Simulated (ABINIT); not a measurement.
Planning a run of ABINIT 10.8.3 on PNO (Cc). The input:

```
acell 3*1.0 Angstrom
rprim 
  3.278002254000 -3.286113380400 0.000000000000
  3.278002254000 3.286113380400 0.000000000000
  -3.028551860300 0.000000000000 3.488865954800
ntypat 3
znucl 15 7 8
natom 6
typat 1 1 2 2 3 3
xred 
  0.730409600000 0.010313920000 0.000167090000
  0.010313920000 0.730409600000 0.500167090000
  0.742864730000 0.382544620000 0.249632690000
  0.382544620000 0.742864730000 0.749632690000
  0.883089610000 0.000777520000 0.750200220000
  0.000777520000 0.883089610000 0.250200220000
pp_dirpath "pseudos"
pseudos "P.upf, N.upf, O.upf"
ecut 36
ngkpt 2 2 4
nshiftk 1
shiftk 0 0 0
kptopt 1
chksymbreak 0
istwfk *1
occopt 1
irdwfk 1
optdriver 4
nband 65
gwcalctyp 10
ecutsigx 36
symsigma 1
nkptgw 9
kptgw 
  0.0000000000 0.0000000000 0.0000000000
  0.5000000000 0.0000000000 0.0000000000
  0.5000000000 0.5000000000 0.0000000000
  0.0000000000 0.0000000000 0.2500000000
  0.5000000000 0.0000000000 0.2500000000
  0.5000000000 0.5000000000 0.2500000000
  0.0000000000 0.0000000000 0.5000000000
  0.5000000000 0.0000000000 0.5000000000
  0.5000000000 0.5000000000 0.5000000000
bdgw 
  1 24
  1 24
  1 24
  1 24
  1 24
  1 24
  1 24
  1 24
  1 24
ecuteps 3.9
irdscr 1
ppmodel 1
irdqps 1
indata_prefix "in"
outdata_prefix "out"
tmpdata_prefix "tmp"
```

```sh
OMP_NUM_THREADS=1 mpirun -n 4 abinit run.abi > log
```

Q: How long will it take on 4 MPI ranks of Arm Neoverse V1, shared host, and how much memory?

It took 82 s; on shared hardware allow 41 s to 2.7 min. Peak host memory was 1.9 GiB.

[Paths, hosts, dates, memory and timing lines, banners, echoed tables and standing remarks are left out of the program output.]

[Logs are printed without paths, hosts, clocks, repeated set-up lines and the standing remarks that a program may print on its own settings, such as how far it seeks lower states.]

[Runs of the session that timed out or met a known fault of the program may be left out.]

[Hosts, paths, dates, database ids (printed as entryN), source tags and the programs' standing remarks are cut or masked in the printed files.]

[G0W0 gaps are taken among the corrected bands and points alone; a level outside them can change the order at an edge.]

[Where Ansatz stands beside ABINIT at settings called matched, ABINIT's density can come from a denser mesh and the files from another edition; pairs whose starting gaps differed by over 0.03 eV were left out, so agreement reads better than it is.]
